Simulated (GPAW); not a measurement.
# BP (F-43m): refractive index against wavelength

The refractive index of BP (F-43m) below the direct gap (3.41 eV on the mesh) is read from one computed spectrum, n = √(Re ε).

It takes space group F-43m (No. 216, cubic). The conventional cell has a = 4.538 Å, b = 4.538 Å, c = 4.538 Å, α = 90.00°, β = 90.00°, γ = 90.00°. Around P on site c lie 4 B at 1.97 Å. Around B on site a lie 4 P at 1.97 Å.

Method: GPAW 26.7.0, PBE, RPA, k-mesh 15×15×15, local fields up to 70 eV, Lorentzian half width 0.12 eV.

Launch of the response step: `OMP_NUM_THREADS=1 python df.py`. The run took 41 s, its band step included, on 1 thread of Arm Neoverse V1 (shared host).

| wavelength (nm) | photon energy E (eV) | n |
| --- | --- | --- |
| 1550 | 0.800 | 2.9935 |
| 1310 | 0.946 | 3.0035 |
| 1064 | 1.165 | 3.0221 |
| 850 | 1.459 | 3.0542 |
| 700 | 1.771 | 3.0990 |
| 633 | 1.959 | 3.1320 |
| 532 | 2.331 | ? |

In the single-oscillator model n² − 1 = E₀E_d/(E₀² − E²), so 1/(n² − 1) = E₀/E_d − E²/(E₀E_d) is linear in E².

Working, on the rows shown:

| x = E² (eV²) | y = 1/(n² − 1) |
| --- | --- |
| 0.639837 | 0.125612 |
| 0.895757 | 0.124673 |
| 1.35784 | 0.122955 |
| 2.12762 | 0.120075 |
| 3.13716 | 0.116228 |
| 3.83641 | 0.113515 |

Means: x̄ = 1.9991, ȳ = 0.12051. Σ(x − x̄)(y − ȳ) = -0.03088, Σ(x − x̄)² = 8.164. Slope = -0.03088 / 8.164 = -0.003782; intercept = ȳ − slope · x̄ = 0.12807. Turned back into n, the line misses the rows shown by at most 0.00059.

Fill in the last column of the withheld row.

At x = 5.4314 the line gives y = 0.10753, that is 3.2094. The run gave 3.2148, so the extrapolation is off by 0.0054, 2 % of the range in the table.

Refitted with all rows, the slope is -0.003847 and the intercept 0.12817. These give E₀ = √(intercept/−slope) = 5.77 eV and E_d = E₀/intercept = 45.0 eV; E₀ is 1.7 times the direct gap. The electronic limit at long wavelengths, without lattice vibrations, is n = √(1 + 1/intercept) = 2.967. Excitons are left out; PBE gaps are as a rule too small. The values come from a sum over the points of one k-mesh and carry its error, which grows as the direct gap shrinks.
